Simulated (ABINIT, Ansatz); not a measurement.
# Diamond (Fd-3m, 2 atoms a cell): G0W0 with ABINIT, start to end

Aim: the G0W0 gap of Diamond (Fd-3m, 2 atoms a cell) on PBE, step by step.

Program: ABINIT 10.8.3. Level of theory: PBE and many-body steps on it, plane waves. Results are calculated unless marked as measured.

**Experimental background.**

- Gap 5.5 eV: band gap, experimental literature value; bulk crystal (quoted in “Fermi level pinning by defects can explain the large reported carbon 1s binding energy variations in diamond”, 2019, arxiv:1902.02958).

- Gap 5.47 eV: experimental band gap used as input; bulk crystal (quoted in “Enhanced Electron Emission Performance and Air‐Surface Stability in ScO‐Terminated Diamond for Thermionic Energy Converters”, 2024, pmc:11600692).

Most raw output is cut from this account.

### 1. The structure

Symmetry: Fd-3m, No. 227, cubic system. Conventional cell: a = 3.567 Å, b = 3.567 Å, c = 3.567 Å, α = 90.00°, β = 90.00°, γ = 90.00°. Nearest to C lie 4 C at 1.54 Å.

The cell and positions come from the Crystallography Open Database and are kept as given unless a step says otherwise.

### 2. Ground state

This step: ABINIT 10.8.3; DFT, PBE, plane waves, norm-conserving pseudopotentials.

The ground-state density comes first.

Contents of run.abi:

```
acell 3*1.0 Angstrom
rprim 
  -0.000000000000 1.783370000000 1.783370000000
  1.783370000000 0.000000000000 1.783370000000
  1.783370000000 1.783370000000 0.000000000000
ntypat 1
znucl 6
natom 2
typat 1 1
xred 
  -0.000000000000 0.000000000000 -0.000000000000
  0.250000000000 0.250000000000 0.250000000000
pp_dirpath "pseudos"
pseudos "C.upf"
ecut 37
ngkpt 10 10 10
nshiftk 1
shiftk 0 0 0
kptopt 1
chksymbreak 0
nband 9
occopt 1
tolvrs 1e-10
nstep 60
prtwf 0
optforces 0
optstress 0
indata_prefix "in"
outdata_prefix "out"
tmpdata_prefix "tmp"
```

On the command line:

```bash
OMP_NUM_THREADS=1 mpirun -n 8 abinit run.abi > log
```

The job ended after 4.7 s (8 MPI ranks of Intel Xeon Platinum 8259CL at 2.50GHz (Skylake/Cascade Lake), shared host; peak memory 0.54 GiB; 35 s of CPU time).

This step gave:

- total energy: -327.5546 eV
- gap: 4.229 eV
- k of the valence top: 0, 0, 0
- k of the conduction bottom: 0.4, 0.4, 0
- least direct gap: 5.626 eV

The gap is indirect, with the least direct gap 1.40 eV higher.

### 3. Bands along the symmetry lines

The cheap functional maps the bands first; the places of the edges decide which points the dearer methods must see.

Contents of run.abi:

```
acell 3*1.0 Angstrom
rprim 
  -0.000000000000 1.783370000000 1.783370000000
  1.783370000000 0.000000000000 1.783370000000
  1.783370000000 1.783370000000 0.000000000000
ntypat 1
znucl 6
natom 2
typat 1 1
xred 
  -0.000000000000 0.000000000000 -0.000000000000
  0.250000000000 0.250000000000 0.250000000000
pp_dirpath "pseudos"
pseudos "C.upf"
ecut 37
iscf -2
irdden 1
kptopt 0
nkpt 50
kpt 
  0.00000000 0.00000000 0.00000000
  0.06250000 0.00000000 0.06250000
  0.12500000 0.00000000 0.12500000
  0.18750000 0.00000000 0.18750000
  0.25000000 0.00000000 0.25000000
  0.31250000 0.00000000 0.31250000
  0.37500000 0.00000000 0.37500000
  0.43750000 0.00000000 0.43750000
  0.50000000 0.00000000 0.50000000
  0.51562500 0.03125000 0.51562500
  0.53125000 0.06250000 0.53125000
  0.54687500 0.09375000 0.54687500
  0.56250000 0.12500000 0.56250000
  0.57812500 0.15625000 0.57812500
  0.59375000 0.18750000 0.59375000
  0.60937500 0.21875000 0.60937500
  0.62500000 0.25000000 0.62500000
  0.37500000 0.37500000 0.75000000
  0.32812500 0.32812500 0.65625000
  0.28125000 0.28125000 0.56250000
  0.23437500 0.23437500 0.46875000
  0.18750000 0.18750000 0.37500000
  0.14062500 0.14062500 0.28125000
  0.09375000 0.09375000 0.18750000
  0.04687500 0.04687500 0.09375000
  0.00000000 0.00000000 0.00000000
  0.06250000 0.06250000 0.06250000
  0.12500000 0.12500000 0.12500000
  0.18750000 0.18750000 0.18750000
  0.25000000 0.25000000 0.25000000
  0.31250000 0.31250000 0.31250000
  0.37500000 0.37500000 0.37500000
  0.43750000 0.43750000 0.43750000
  0.50000000 0.50000000 0.50000000
  0.50000000 0.46875000 0.53125000
  0.50000000 0.43750000 0.56250000
  0.50000000 0.40625000 0.59375000
  0.50000000 0.37500000 0.62500000
  0.50000000 0.34375000 0.65625000
  0.50000000 0.31250000 0.68750000
  0.50000000 0.28125000 0.71875000
  0.50000000 0.25000000 0.75000000
  0.50000000 0.21875000 0.71875000
  0.50000000 0.18750000 0.68750000
  0.50000000 0.15625000 0.65625000
  0.50000000 0.12500000 0.62500000
  0.50000000 0.09375000 0.59375000
  0.50000000 0.06250000 0.56250000
  0.50000000 0.03125000 0.53125000
  0.50000000 0.00000000 0.50000000
istwfk *1
nband 11
nbdbuf 2
tolwfr 1e-08
nstep 40
prtwf 0
prtvol 0
indata_prefix "in"
outdata_prefix "out"
tmpdata_prefix "tmp"
```

The job ended after 2.8 s (8 MPI ranks; peak memory 0.07 GiB; 21 s of CPU time).

This step gave:

```
gap                        : 4.190 eV
k of the valence top       : 0, 0, 0
k of the conduction bottom : 0.375, 0, 0.375
least direct gap           : 5.626 eV
```

The gap is 4.190 eV, −0.039 eV from the run before at this level.

Electronic bands along the path, in eV, zero at the top of the highest filled band; v1 is the highest filled band, c1 the lowest empty one:

```csv
point,v4,v3,v2,v1,c1,c2,c3,c4
Γ,-21.49,0.00,0.00,0.00,5.63,5.63,5.63,13.33
halfway,-19.21,-4.52,-4.13,-4.13,4.49,10.31,11.62,11.62
X,-12.78,-12.78,-6.32,-6.32,4.83,4.83,16.82,16.82
halfway,-12.69,-12.52,-7.58,-6.07,5.06,6.73,16.13,16.47
U,-12.99,-11.74,-9.33,-5.38,5.74,10.80,14.40,15.64
jump to K,-12.99,-11.74,-9.33,-5.38,5.74,10.80,14.40,15.64
halfway,-18.93,-6.52,-5.57,-1.75,8.19,8.69,10.10,13.68
Γ,-21.49,0.00,0.00,0.00,5.63,5.63,5.63,13.33
halfway,-19.77,-6.60,-1.75,-1.75,7.83,7.83,8.19,14.64
L,-15.71,-13.39,-2.81,-2.81,8.52,8.52,8.90,15.71
halfway,-14.70,-12.38,-6.32,-4.70,8.36,9.50,13.08,14.89
W,-11.99,-11.99,-8.33,-8.33,10.68,10.68,12.35,12.35
halfway,-12.44,-12.44,-7.33,-7.33,6.94,6.94,15.58,15.58
X,-12.78,-12.78,-6.32,-6.32,4.83,4.83,16.82,16.82
```

### 4. Empty states on the mesh, 8×8×8 mesh, 74 bands

The sums over transitions need many empty states on a uniform mesh; this step solves for them.

Contents of run.abi:

```
acell 3*1.0 Angstrom
rprim 
  -0.000000000000 1.783370000000 1.783370000000
  1.783370000000 0.000000000000 1.783370000000
  1.783370000000 1.783370000000 0.000000000000
ntypat 1
znucl 6
natom 2
typat 1 1
xred 
  -0.000000000000 0.000000000000 -0.000000000000
  0.250000000000 0.250000000000 0.250000000000
pp_dirpath "pseudos"
pseudos "C.upf"
ecut 37
ngkpt 8 8 8
nshiftk 1
shiftk 0 0 0
kptopt 1
chksymbreak 0
irdden 1
istwfk *1
nband 74
prtvol 0
optdriver 6
gwr_task "HDIAGO"
paral_kgb 0
occopt 1
indata_prefix "in"
outdata_prefix "out"
tmpdata_prefix "tmp"
```

It took 5.3 s on 8 MPI ranks; peak memory 0.81 GiB; 41 s of CPU time.

Numbers from this step:

| Item | Value |
| --- | --- |
| gap | 4.190 eV |
| k of the valence top | 0, 0, 0 |
| k of the conduction bottom | 0.375, 0.375, 0 |
| least direct gap | 5.626 eV |
| k points computed | 29 |
| lowest point of the top converged band, above the valence top | 157.2196 eV |

On this mesh the gap is 4.190 eV.

### 5. Screening, 8×8×8 mesh, 66 bands, screening to 239.5 eV

The RPA dielectric matrix is built and inverted for each q.

This step: RPA screening on PBE, plane waves, norm-conserving pseudopotentials.

run.abi: that of step 4 with these lines changed.

```diff
@@ -20,10 +20,11 @@
 chksymbreak 0
-irdden 1
 istwfk *1
-nband 74
-prtvol 0
-optdriver 6
-gwr_task "HDIAGO"
-paral_kgb 0
 occopt 1
+irdwfk 1
+optdriver 3
+nband 66
+ecuteps 8.8
+inclvkb 2
+awtr 1
+symchi 1
 indata_prefix "in"
```

Run time: 39 s. Hardware: 8 MPI ranks; peak memory 1.1 GiB; 5.2 min of CPU time.

Numbers from this step:

| Property | Result |
| --- | --- |
| ε∞ with local fields, on this mesh, along the program's q direction | 5.512 |
| the same without local fields | 5.949 |
| plasma frequency | 31.18 eV |
| plane waves in the screening matrix | 113 |

Local fields lower ε∞ by 7 %.

### 6. Self-energy, 8×8×8 mesh, 66 bands, screening to 239.5 eV

The self-energy is evaluated for the states that the input lists, and the levels follow from it, in one-shot runs by the linearised quasiparticle equation.

This step: G0W0 on PBE, plane waves, norm-conserving pseudopotentials.

run.abi: that of step 5 with these lines changed.

```diff
@@ -23,8 +23,17 @@
 irdwfk 1
-optdriver 3
+optdriver 4
 nband 66
+gwcalctyp 0
+ecutsigx 37
+symsigma 1
+nkptgw 2
+kptgw 
+  0.0000000000 0.0000000000 0.0000000000
+  0.3750000000 0.3750000000 0.0000000000
+bdgw 
+  2 7
+  3 6
 ecuteps 8.8
-inclvkb 2
-awtr 1
-symchi 1
+irdscr 1
+ppmodel 1
 indata_prefix "in"
```

Elapsed: 7.8 s, on 8 MPI ranks; peak memory 1.1 GiB; 60 s of CPU time.

Numbers from this step:

| Quantity | Value |
| --- | --- |
| G0W0 gap on the points computed | 5.475 eV |
| starting gap on the mesh | 4.190 eV |
| k of the valence top | 0, 0, 0 |
| k of the conduction bottom | 0.375, 0.375, 0 |
| Z at the valence top | 0.831 |
| Z at the conduction bottom | 0.842 |
| least direct G0W0 gap on the computed points | 7.406 eV |

The gap on the mesh goes from 4.19 eV to 5.47 eV, a correction of +1.28 eV. The start differs from the 4.23 eV found before because the two sample other k points.

Limits: finite bands, cutoff and mesh. v1 is the top filled band, c1 the lowest empty one. Levels before and after the correction, in eV, zero at the valence-band top of each column:

```csv
,conduction bottom,valence top
Kohn-Sham,4.19,0.00
G0W0,5.47,0.00
```

```csv
,level,energy (eV)
Kohn-Sham,Γ v3-v1,0.000
Kohn-Sham,Γ c1-c3,5.626
Kohn-Sham,(0.375 0.375 0) v2-v1,-5.754
Kohn-Sham,(0.375 0.375 0) c1,4.190
Kohn-Sham,(0.375 0.375 0) c2,6.803
G0W0,Γ v3-v1,0.000
G0W0,Γ c1-c3,7.406
G0W0,(0.375 0.375 0) v2-v1,-6.132
G0W0,(0.375 0.375 0) c1,5.475
G0W0,(0.375 0.375 0) c2,8.068
```

### 7. Where the time went

Times are wall times on 8 MPI ranks of Intel Xeon Platinum 8259CL at 2.50GHz (Skylake/Cascade Lake), shared host, good to a factor of about two.

```csv
step,time,share,memory (GiB)
ground state,4.7 s,8 %,0.54
bands along the symmetry lines,2.8 s,5 %,0.07
empty states on the mesh,5.3 s,9 %,0.81
screening,39 s,65 %,1.1
self-energy,7.8 s,13 %,1.1
```

### 8. Results

```
PBE gap              : 4.19 eV, indirect
G0W0 gap on the mesh : 5.47 eV
GW settings          : 8×8×8 mesh, 66 bands, screening to 239.5 eV, Godby-Needs plasmon pole
known limits         : not at the basis limit
```

G0W0 moves the gap on the mesh from 4.19 eV to 5.47 eV (+1.28 eV), with Z of 0.83 and 0.84 at the edges. Local fields lower the RPA ε∞ on this mesh from 5.95 to 5.51. Only 2 of the mesh's irreducible points were corrected, so a valley elsewhere could overtake. The dearest step here is «screening». Against experiment, by G0W0@PBE: the gap of 5.47 eV lies −0.03 eV from the measured 5.5 eV (kind not stated, quoted 2019); the gap of 5.47 eV lies +0.005 eV from the measured 5.47 eV (kind not stated, quoted 2024). The calculation has static nuclei and no excitons; a measured gap holds zero-point and thermal motion, which mostly lowers it. Bands and cutoff are finite, so the gap is not at the basis limit. The miss can reach some tenths of an eV and take either sign; the mesh is an error of its own. In the G0W0 run levels were corrected at 2 k points alone, so a gap called «on the mesh» is the least over those, and an edge elsewhere would be missed.

[Paths, hosts, dates, memory and timing lines, banners, echoed tables and standing remarks are left out of the program output.]

[Logs are printed without paths, hosts, clocks, repeated set-up lines and the standing remarks that a program may print on its own settings, such as how far it seeks lower states.]

[Runs of the session that timed out or met a known fault of the program may be left out.]

[Hosts, paths, dates, database ids (printed as entryN), source tags and the programs' standing remarks are cut or masked in the printed files.]

[G0W0 gaps are taken among the corrected bands and points alone; a level outside them can change the order at an edge.]

[Where Ansatz stands beside ABINIT at settings called matched, ABINIT's density can come from a denser mesh and the files from another edition; pairs whose starting gaps differed by over 0.03 eV were left out, so agreement reads better than it is.]
